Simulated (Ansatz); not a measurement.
## What LiCaF3 (Pm-3m) distorts into

Which phase does LiCaF3 (Pm-3m) fall into along its unstable mode, and how much energy does it gain?

Calculated with Ansatz 0.2.0; DFT PBE+D3(BJ), scalar-relativistic, plane waves, PAW.

## (1) Set-up

It takes space group Pm-3m (No. 221, cubic). Conventional cell: a = 3.720 Å, b = 3.720 Å, c = 3.720 Å, α = 90.00°, β = 90.00°, γ = 90.00°. Nearest to Li lie 6 F at 1.86 Å. Ca has 12 F at 2.63 Å nearest. Nearest to F lie 2 Li at 1.86 Å and 4 Ca at 2.63 Å. Farther neighbours and most contacts between anions are not listed.

## (2) Linear response at the zone centre

The cell comes from relaxations at this level that are not shown. The zone centre is the only wavevector solved here; it holds the modes that light can see, as far as symmetry allows. The response to a homogeneous field gives the Born charges and the dielectric tensor, and its change with displacement the Raman tensors.

Input file input.yaml:

```yaml
crystal:
  lattice:
    - [3.7200041892, 0.0, 0.0]
    - [0.0, 3.7200041892, 0.0]
    - [0.0, 0.0, 3.7200041892]
  atoms:
    - { symbol: Li, position: [0.5, 0.5, 0.5] }
    - { symbol: Ca, position: [0.0, 0.0, 0.0] }
    - { symbol: F, position: [0.0, 0.5, 0.5] }
    - { symbol: F, position: [0.5, 0.5, 0.0] }
    - { symbol: F, position: [0.5, 0.0, 0.5] }
kpoints:
  mp_grid: { grid: [8, 8, 8] }
hamiltonian:
  xc: pbe
  dispersion: d3bj
scf:
  occupations: { method: fixed }
output:
  eigenvalues: true
phonons:
  method: dfpt
  dielectric: true
  rigid_motions: translations
  raman: true
```

Started as:

```console
> ansatz run input.yaml --threads 4 --pin off --max-ram 7168MiB --backend cpu --events-out ev --progress --plain --runs-dir out
```

Numbers of over 12 decimals in the logs are rounded to 6 here.

What it wrote:

```text
Engine: ansatz 0.2.0, aarch64-unknown-linux-gnu
Pseudopotentials: kind: paw
Pseudopotential: Li, paw, valence charge 3, recommended cutoff 420 eV (normal), Li.paw.azcp
Pseudopotential: Ca, paw, valence charge 10, recommended cutoff 420 eV (normal), Ca.paw.azcp
Pseudopotential: F, paw, valence charge 7, recommended cutoff 420 eV (normal), F.paw.azcp
Functional definition: PBE
  parameter kappa = 0.804
  parameter beta = 0.066725
  exchange = pbe_x(kappa = kappa, mu = beta*pi^2/3)
  correlation = pbe_c(beta = beta)
Crystal: 5 atoms, lattice volume = 51.479 Å³
Basis set: ecut = 420 eV, 1021 PW (Γ), exchange–correlation on 50×50×50 points (8 copies of the dense FFT grid, shifted against one another)
Bands: 22, of which v1, the nominal top of the filled ones, is band 17 counted from 1 (16 counted from 0)
Symmetry: 48 space group operations
k-points: 170 of 512 (irreducible under 2 space group operations, time reversal used)
Non-local potential: Li, projectors of the file, l = 0: 3, l = 1: 2, l = 2: 1
Non-local potential: Ca, projectors of the file, l = 0: 3, l = 1: 2, l = 2: 2
Non-local potential: F, projectors of the file, l = 0: 2, l = 1: 2, l = 2: 1
PAW form: soft (Blöchl's): semilocal exchange-correlation on the pseudo side does not see the compensation charge
PAW one-centre angular grid: Li, 110 points (default); XC on 64 Gauss nodes
PAW one-centre angular grid: Ca, 110 points (default); XC on 64 Gauss nodes
PAW one-centre angular grid: F, 110 points (default); XC on 64 Gauss nodes
Initial density: superposition of atomic densities (neutral atoms: chi_scale 0, normalization atom), corrected by the library's trained network
Initial wavefunctions: pseudopotential atomic-orbital guess
Functional: x = pbe(κ = 0.804, μ = 0.219515), c = pbe(β = 0.066725)
SCF iter   1: F=—  HF=-4455.952724 eV  |F-HF|=—  |Δ(HF+E_count)|=         —  Δρ=1.88e-3  dr2=9.82e-4  ethr=1.77e-3  ⟨swp⟩=4.6  Hψ=17241  notcnv=0  defer=381
preconditioner: auto → Resta (q_TF=auto, 2.546 Å⁻¹)  ε∞=3.8  [insulator: Δε(μ)=6.535 eV  Ē_g=16.815 eV  n_scr=18 (ndim 8)  ℏωp=28.3 eV  f_vac=0.005  ε∞_Penn≈3.8]
SCF iter   2: F=—  HF=-4455.952677 eV  |F-HF|=—  |Δ(HF+E_count)|=   4.70e-5  Δρ=9.93e-4  dr2=5.76e-4  ethr=2.89e-6  ⟨swp⟩=2.1  Hψ=6853  notcnv=0  defer=501
SCF iter   3: F=—  HF=-4455.952771 eV  |F-HF|=—  |Δ(HF+E_count)|=   9.43e-5  Δρ=9.26e-4  dr2=2.67e-4  ethr=1.69e-6  ⟨swp⟩=2.2  Hψ=6498  notcnv=0  defer=498
SCF iter   4: F=—  HF=-4455.952696 eV  |F-HF|=—  |Δ(HF+E_count)|=   7.50e-5  Δρ=1.40e-4  dr2=1.50e-5  ethr=7.87e-7  ⟨swp⟩=2.1  Hψ=5792  notcnv=0  defer=364
SCF iter   5: F=—  HF=-4455.952695 eV  |F-HF|=—  |Δ(HF+E_count)|=   5.93e-7  Δρ=4.52e-5  dr2=1.05e-6  ethr=4.40e-8  ⟨swp⟩=3.0  Hψ=7348  notcnv=0  defer=199
SCF iter   6: F=—  HF=-4455.952697 eV  |F-HF|=—  |Δ(HF+E_count)|=   1.47e-6  Δρ=9.20e-6  dr2=2.27e-8  ethr=3.09e-9  ⟨swp⟩=2.0  Hψ=6382  notcnv=0  defer=204
SCF iter   7: F=—  HF=-4455.952697 eV  |F-HF|=—  |Δ(HF+E_count)|=   2.82e-8  Δρ=8.35e-7  dr2=2.76e-10  ethr=6.68e-11  ⟨swp⟩=2.0  Hψ=6460  notcnv=0  defer=204
SCF iter   8: F=-4455.952697 eV  HF=-4455.952697 eV  |F-HF|=2.55e-11  |Δ(HF+E_count)|=  3.56e-10  Δρ=2.49e-7  dr2=3.46e-11  ethr=1.00e-12  ⟨swp⟩=11.2  Hψ=22474  notcnv=0
SCF 1 converged in 8 iterations: F = -4455.952697 eV  dr2 = 3.46e-11
  greatest PAW one-centre occupation: 1.000 electrons in one spin orbital (limit 2), on the Li atom at site 0 (counted from 0), in its partial waves of l = 0
DFPT response loops at Γ: preconditioner auto → none (the input reference at scf.mixing.eps_inf says where Resta's filter doesn't serve); β = 0.50; Broyden in place of MSR1
── the response to a field inside a basis, on 8×8×8 k-points: an SCF that follows is theirs, and a resumed run solves both again ──
Bands: 18, of which v1, the nominal top of the filled ones, is band 17 counted from 1 (16 counted from 0)
k-points: 20 of 512
Initial density: handed on by an earlier stage of this run
Initial wavefunctions: pseudopotential atomic-orbital guess (no wavefunctions were taken with the density)
Eigensolver: Dense (20 Hₖ)
SCF iter   1: F=—  HF=-4455.949998 eV  |F-HF|=—  |Δ(HF+E_count)|=         —  Δρ=6.64e-4  dr2=4.07e-5  ethr=1.00e-1
preconditioner: auto → Resta (q_TF=auto, 2.546 Å⁻¹)  ε∞=4.0  [insulator: Δε(μ)=6.727 eV  Ē_g=16.288 eV  n_scr=18 (ndim 8)  ℏωp=28.3 eV  f_vac=0.002  ε∞_Penn≈4.0]
SCF iter   2: F=—  HF=-4455.949993 eV  |F-HF|=—  |Δ(HF+E_count)|=   5.09e-6  Δρ=2.50e-4  dr2=9.95e-6  ethr=1.20e-7
SCF iter   3: F=—  HF=-4455.949994 eV  |F-HF|=—  |Δ(HF+E_count)|=   1.14e-6  Δρ=1.18e-4  dr2=1.64e-6  ethr=2.93e-8
SCF iter   4: F=—  HF=-4455.949994 eV  |F-HF|=—  |Δ(HF+E_count)|=   3.30e-7  Δρ=4.43e-6  dr2=4.94e-9  ethr=4.82e-9
SCF iter   5: F=—  HF=-4455.949994 eV  |F-HF|=—  |Δ(HF+E_count)|=   3.79e-9  Δρ=6.22e-7  dr2=2.29e-10  ethr=1.45e-11
SCF iter   6: F=-4455.949994 eV  HF=-4455.949994 eV  |F-HF|=4.55e-12  |Δ(HF+E_count)|=  5.91e-11  Δρ=1.39e-7  dr2=1.39e-11  ethr=1.00e-12
SCF 1 converged in 6 iterations: F = -4455.949994 eV  dr2 = 1.39e-11
DFPT response loops at Γ: mixed as the last ones told, above
DFPT response loops at Γ: mixed as the last ones told, above
DFPT response loops at Γ: mixed as the last ones told, above
SCF converged after 8 iterations
Free energy (F): -4455.952697 eV
Harris-Foulkes:  -4455.952697 eV  (|F-HF|=2.55e-11)
Internal energy: -4455.952697 eV  (E = F + TS)
E sigma→0 (E₀):  -4455.952697 eV
Fermi energy:    4.331877 eV
--- Per-component energies (eV) ---
  E_band       = -263.873452
  E_kinetic    = 924.389596
  E_local      = -2194.379450  (includes V_loc(G=0)·N_el)
  E_nonlocal   = 250.491228
  E_hartree    = 763.919490
  E_xc         = -390.870620
  E_vxc        = -496.454817  (∫ρ·V_xc dr)
  E_paw        = -1481.306525  (= ΣΔE_a)
  E_vpaw       = -275.765045  (= ΣTr[D̂ρ^β])
  E_aug_tail   = 0.006218  (compensation charges beyond the density's cutoff)
  E_ewald      = -2327.305545
  E_disp       = -0.897088  (pairwise vdW)
  E_smearing   = -0.000000  (= −TS)
  E_closure    = 0.000000  (closes the sum)
  Σ components = -4455.952697   (vs F -4455.952697, Δ=0.00e0)
--- Band table (eV; the first three rows and the last of 170) ---
  k-point 0: bands = [... 13 lower, 3.4745, 4.2156, 4.2156, 4.2156, 10.8942, 10.8942, 11.4632, 12.5407, ... 1 higher]
  k-point 1: bands = [... 13 lower, 3.4221, 4.0654, 4.1689, 4.1689, 11.0618, 11.0661, 11.7852, 12.5623, ... 1 higher]
  k-point 2: bands = [... 13 lower, 3.2928, 3.7061, 4.0557, 4.0557, 11.4596, 11.4926, 12.6153, 12.6805, ... 1 higher]
  k-point 169: bands = [... 13 lower, 4.2043, 4.3319, 4.3319, 4.3319, 11.9420, 11.9420, 11.9420, 13.3705, ... 1 higher]
--- Phonons (Γ-DFPT): 4 representative perturbations + reference, on 170 of 512 k-points (Σ response iterations 15) ---
  k mesh reduced under 2 symmetry operations, with k and −k counted as one. Each operation leaves every solved perturbation unchanged. A smaller set is not considered because the run solves the response to a homogeneous field
  ASR residual: 4.720e-3 → 0.000e0 eV/Å²; symmetrization residual: 1.071e-6 eV/Å²
  pairwise dispersion correction: d3bj (s6 = 1.0, s8 = 0.7875, a1 = 0.4289, a2_bohr = 4.4407), with the weights of each atom's references fixed at the reference crystal's, and the forces and stress that the weights' published response gives there kept as a pressure on the atom's counted neighbours (hamiltonian.dispersion)
  ASR residual per site (eV/Å²): 4.72e-3 6.72e-5 4.18e-3 4.18e-3 4.18e-3
  Γ frequencies (cm⁻¹): -68.85 -68.85 -68.85 0.00 0.00 0.00 130.88 130.88 130.88 372.15 372.15 372.15 567.27 567.27 567.27
  ε∞ (high-frequency dielectric tensor):
        2.445607    -0.000000     0.000000
        0.000000     2.445607    -0.000000
        0.000000     0.000000     2.445607
  softest optical mode at Γ: -68.85 cm⁻¹; the repairs (sum rule, projections) moved no ω² at Γ by more than (13.62 cm⁻¹)²
  Born effective charges Z* (e; rows j = field, columns β = displacement):
    site 0:
         0.97967    0.00000   -0.00000
        -0.00000    0.97967    0.00000
         0.00000   -0.00000    0.97967
    site 1:
         2.52667    0.00000    0.00000
        -0.00000    2.52667    0.00000
         0.00000   -0.00000    2.52667
    site 2:
        -1.07121   -0.00000    0.00000
         0.00000   -1.21757    0.00000
         0.00000   -0.00000   -1.21757
    site 3:
        -1.21757    0.00000    0.00000
         0.00000   -1.21757    0.00000
         0.00000    0.00000   -1.07121
    site 4:
        -1.21757    0.00000    0.00000
        -0.00000   -1.07121    0.00000
         0.00000   -0.00000   -1.21757
  Z* charge neutrality: 1.465e-4 e pre-enforcement
  k-mesh period / interband length: 29.8 Å / 0.85 Å = 35.05 at k = (0.0000, 0.0000, 0.0000), direct gap 6.679 eV — 14 or more, which is no proof of convergence
  Raman tensors (in the event stream and the table raman_tensors.tsv): an entry may err by 2.7e-4 Å², one of the second-order susceptibility by 1.0e-19 pm/V (basis, points and sum rule); their sum over the sites missed zero by 3.590e-21 Å² ahead of its enforcement
  optical modes at Γ without the LO–TO term, one row a degenerate level:
      ω (cm⁻¹)  modes    IR ((D/Å)²/amu)  static Raman (Å⁴/amu)  depolarisation
        -68.85      3            22.4438                 0.0000               —
        130.88      3             0.0000                 0.0000               —
        372.15      3             2.2206                 0.0000               —
        567.27      3            10.9138                 0.0000               —
  optical modes at Γ + LO–TO along q̂ = [1.0000, 0.0000, 0.0000]:
      ω (cm⁻¹)  modes    IR ((D/Å)²/amu)  static Raman (Å⁴/amu)  depolarisation
        -68.85      2            14.9626                 0.0000               —
        130.88      3             0.0000                 0.0000               —
        284.94      1             2.6773                 0.0000               —
        372.15      2             1.4804                 0.0000               —
        398.99      1             1.6250                 0.0000               —
        567.27      2             7.2758                 0.0000               —
        645.04      1             7.5571                 0.0000               —
  optical modes at Γ + LO–TO along q̂ = [0.0000, 1.0000, 0.0000]:
      ω (cm⁻¹)  modes    IR ((D/Å)²/amu)  static Raman (Å⁴/amu)  depolarisation
        -68.85      2            14.9626                 0.0000               —
        130.88      3             0.0000                 0.0000               —
        284.94      1             2.6773                 0.0000               —
        372.15      2             1.4804                 0.0000               —
        398.99      1             1.6250                 0.0000               —
        567.27      2             7.2758                 0.0000               —
        645.04      1             7.5571                 0.0000               —
  optical modes at Γ + LO–TO along q̂ = [0.0000, 0.0000, 1.0000]:
      ω (cm⁻¹)  modes    IR ((D/Å)²/amu)  static Raman (Å⁴/amu)  depolarisation
        -68.85      2            14.9626                 0.0000               —
        130.88      3             0.0000                 0.0000               —
        284.94      1             2.6773                 0.0000               —
        372.15      2             1.4804                 0.0000               —
        398.99      1             1.6250                 0.0000               —
        567.27      2             7.2758                 0.0000               —
        645.04      1             7.5571                 0.0000               —
```

It took 4.3 min on 4 threads of Arm Neoverse N1, shared host; peak memory 0.95 GiB.

Numbers from this step:

* gap on the k-mesh: 6.562 eV
* volume per atom: 10.30 Å³
* sum-rule residual before enforcement: 0.004720 eV/Å²
* miss of the charge sum rule: 1.46e-4 e
* point group: m-3m
* highest optical mode at the zone centre (no LO-TO term): 567.3 cm⁻¹
* lowest optical zone-centre mode: -68.85 cm⁻¹
* mean high-frequency dielectric constant: 2.446
* largest Born charge (third of the trace): 2.527 e
* top of the zone-centre spectrum with the field: 645.0 cm⁻¹

Without the LO-TO term. Patterns of degenerate modes are one choice out of their space. Modes at Γ, with each element's share of the kinetic energy (negative means imaginary):

```tsv
mode	frequency (cm⁻¹)	symmetry	Li %	Ca %	F %
1	-68.8	T1u	1	59	40
2	-68.8	T1u	1	59	40
3	-68.8	T1u	1	59	40
4	0.0	acoustic	7	39	55
5	0.0	acoustic	7	39	55
6	0.0	acoustic	7	39	55
7	130.9	T2u	0	0	100
8	130.9	T2u	0	0	100
9	130.9	T2u	0	0	100
10	372.1	T1u	25	2	73
11	372.1	T1u	25	2	72
12	372.1	T1u	25	2	72
13	567.3	T1u	67	0	33
14	567.3	T1u	67	0	33
15	567.3	T1u	67	0	33
```

Displacements in mode 1 (-68.8 cm⁻¹), the largest set to 1:
```
Li1  0.01 -0.06 -0.24
Ca2 -0.04  0.26  1.00
F3   0.02 -0.20 -0.78
F4   0.03 -0.20 -0.46
F5   0.03 -0.12 -0.78
```

Displacements in mode 12 (372.1 cm⁻¹), the largest set to 1:
```
Li1  0.01  0.33  1.00
Ca2  0.00 -0.04 -0.12
F3   0.01 -0.15 -0.45
F4   0.00 -0.15  0.79
F5   0.00  0.26 -0.45
```

Before it was imposed, the acoustic sum rule was missed by 0.0047 eV/Å² and the charge sum rule by 1.5e-4 e. Small misses are needed for a sound result but don't prove that mesh and cutoff are converged. The lowest optical mode is imaginary, 68.8i cm⁻¹, so the energy falls along it.

## (3) The mode frozen in, largest atomic shift 0 Å

The mode followed lies at Γ with frequency 68.8i cm⁻¹ and is 3-fold degenerate, the softest among the wavevectors solved. At small amplitude the distorted cell has space group no. 99 by a symmetry search on the positions. The undistorted cell that holds it gives the zero of energy on the same k mesh.

input.yaml: that of step 2 with these lines changed.

```diff
@@ -17,9 +17,6 @@
 scf:
-  occupations: { method: fixed }
+  occupations: { method: gaussian, width: 0.02 }
 output:
+  forces: true
+  stress: true
   eigenvalues: true
-phonons:
-  method: dfpt
-  dielectric: true
-  rigid_motions: translations
-  raman: true
```

What it wrote:

```text
[...]
Crystal: 5 atoms, lattice volume = 51.479 Å³
Basis set: ecut = 420 eV, 1021 PW (Γ), exchange–correlation on 50×50×50 points (8 copies of the dense FFT grid, shifted against one another)
Bands: 22, of which v1, the nominal top of the filled ones, is band 17 counted from 1 (16 counted from 0)
Symmetry: 48 space group operations
[...]
k-points: 35 of 512
[...]
--- Band table (eV; the first three rows and the last of 35) ---
  k-point 0: bands = [... 13 lower, 3.4745, 4.2156, 4.2156, 4.2156, 10.8943, 10.8943, 11.4632, 12.5408]
  k-point 1: bands = [... 13 lower, 3.4220, 4.0654, 4.1688, 4.1688, 11.0619, 11.0662, 11.7853, 12.5624]
  k-point 2: bands = [... 13 lower, 3.2927, 3.7061, 4.0557, 4.0557, 11.4597, 11.4927, 12.6154, 12.6806]
  k-point 34: bands = [... 13 lower, 4.2043, 4.3318, 4.3318, 4.3318, 11.9421, 11.9421, 11.9421, 13.3705]
[key lines of the parts left out:]
SCF converged after 7 iterations
Free energy (F): -4455.952697 eV
Fermi energy:    7.613072 eV
P = ⅓ Tr σ = -0.0051 GPa (-0.051 kbar)
```

It took 1.9 s on 4 threads; peak memory 0.33 GiB; 5.3 s of CPU time.

Numbers from this step:

| Quantity | Value |
| --- | --- |
| pressure | -0.005114 GPa |
| energy from the undistorted cell | 0 meV/atom |

At this level the gap is 6.56 eV on the k-mesh of the self-consistent run, which can miss the band edges.

## (4) The mode frozen in, largest atomic shift 0.14 Å

The atoms are moved along the unstable eigenvector, the largest shift by 0.14 Å, with the cell fixed.

input.yaml, the sections that differ from step 3:

```yaml
crystal:
  lattice:
    - [3.7200041892, 0.0, 0.0]
    - [0.0, 3.7200041892, 0.0]
    - [0.0, 0.0, 3.7200041892]
  atoms:
    - { symbol: Li, position: [0.5, 0.4908824452, 0.5] }
    - { symbol: Ca, position: [0.0, 0.0376343662, 0.0] }
    - { symbol: F, position: [0.0, 0.4707011251, 0.5] }
    - { symbol: F, position: [0.5, 0.4707011251, 0.0] }
    - { symbol: F, position: [0.5, -0.0174630795, 0.5] }
# kpoints, hamiltonian, scf, output: as in step 3
```

What it wrote:

```text
[...]
Crystal: 5 atoms, lattice volume = 51.479 Å³
Basis set: ecut = 420 eV, 1021 PW (Γ), exchange–correlation on 50×50×50 points (8 copies of the dense FFT grid, shifted against one another)
Bands: 22, of which v1, the nominal top of the filled ones, is band 17 counted from 1 (16 counted from 0)
Symmetry: 8 space group operations
[...]
k-points: 75 of 512 (time reversal used)
[...]
--- Band table (eV; the first three rows and the last of 75) ---
  k-point 0: bands = [... 13 lower, 3.3995, 4.1663, 4.1663, 4.1844, 11.0203, 11.1504, 11.4624, 12.6246]
  k-point 1: bands = [... 13 lower, 3.3465, 4.0123, 4.1259, 4.1449, 11.1369, 11.3071, 11.7751, 12.6998]
  k-point 2: bands = [... 13 lower, 3.2606, 3.6479, 4.0299, 4.0404, 11.4403, 11.6977, 12.5639, 12.7896]
  k-point 74: bands = [... 13 lower, 4.1786, 4.1947, 4.3048, 4.3048, 12.0574, 12.0574, 12.0675, 13.4556]
[key lines of the parts left out:]
SCF converged after 7 iterations
Free energy (F): -4455.957591 eV
Fermi energy:    7.662564 eV
P = ⅓ Tr σ = 1.1918 GPa (11.918 kbar)
```

Wall time 5 s (4 threads); peak memory 0.39 GiB; 18 s of CPU time.

This step gave:

```yaml
pressure: 1.192 GPa
gap_on_the_k_mesh: 6.715 eV
energy_from_the_undistorted_cell: -0.979 meV/atom
```

The energy, extrapolated to zero smearing, is -0.98 meV/atom against the undistorted cell.

The run ends at a pressure of 1.19 GPa, with forces up to 0.020 eV/Å.

## (5) Energy along the mode, all amplitudes (two of the runs are shown above)

An imaginary frequency means negative curvature, so the energy should fall and then rise again as anharmonic terms take over.

Numbers from this step:

```
depth at the lowest point sampled  : 0.979 meV/atom
largest atomic shift at that point : 0.14 Å
```

Table of energy from the parent by largest atomic shift:

```tsv
largest atomic shift (Å)	energy from the parent (meV/atom)
0.000	0
0.040	-0.179
0.080	-0.61
0.140	-0.979
0.220	2.15
0.320	21.1
```

Displacement at unit largest shift by atom:

```tsv
atom	x (Å)	y (Å)	z (Å)	size
Li1	0.00	-0.24	0.00	0.24
Ca2	0.00	1.00	0.00	1.00
F3	0.00	-0.78	0.00	0.78
F4	0.00	-0.78	0.00	0.78
F5	0.00	-0.46	0.00	0.46
```

The lowest of the steps tried is at 0.14 Å, 0.979 meV/atom below the parent; the bottom of the well need not coincide with a step.

(Continued in part 2 of 3.)

[Logs are printed without paths, hosts, clocks, repeated set-up lines and the standing remarks that a program may print on its own settings, such as how far it seeks lower states.]

[Hosts, paths, dates, database ids (printed as entryN), source tags and the programs' standing remarks are cut or masked in the printed files.]
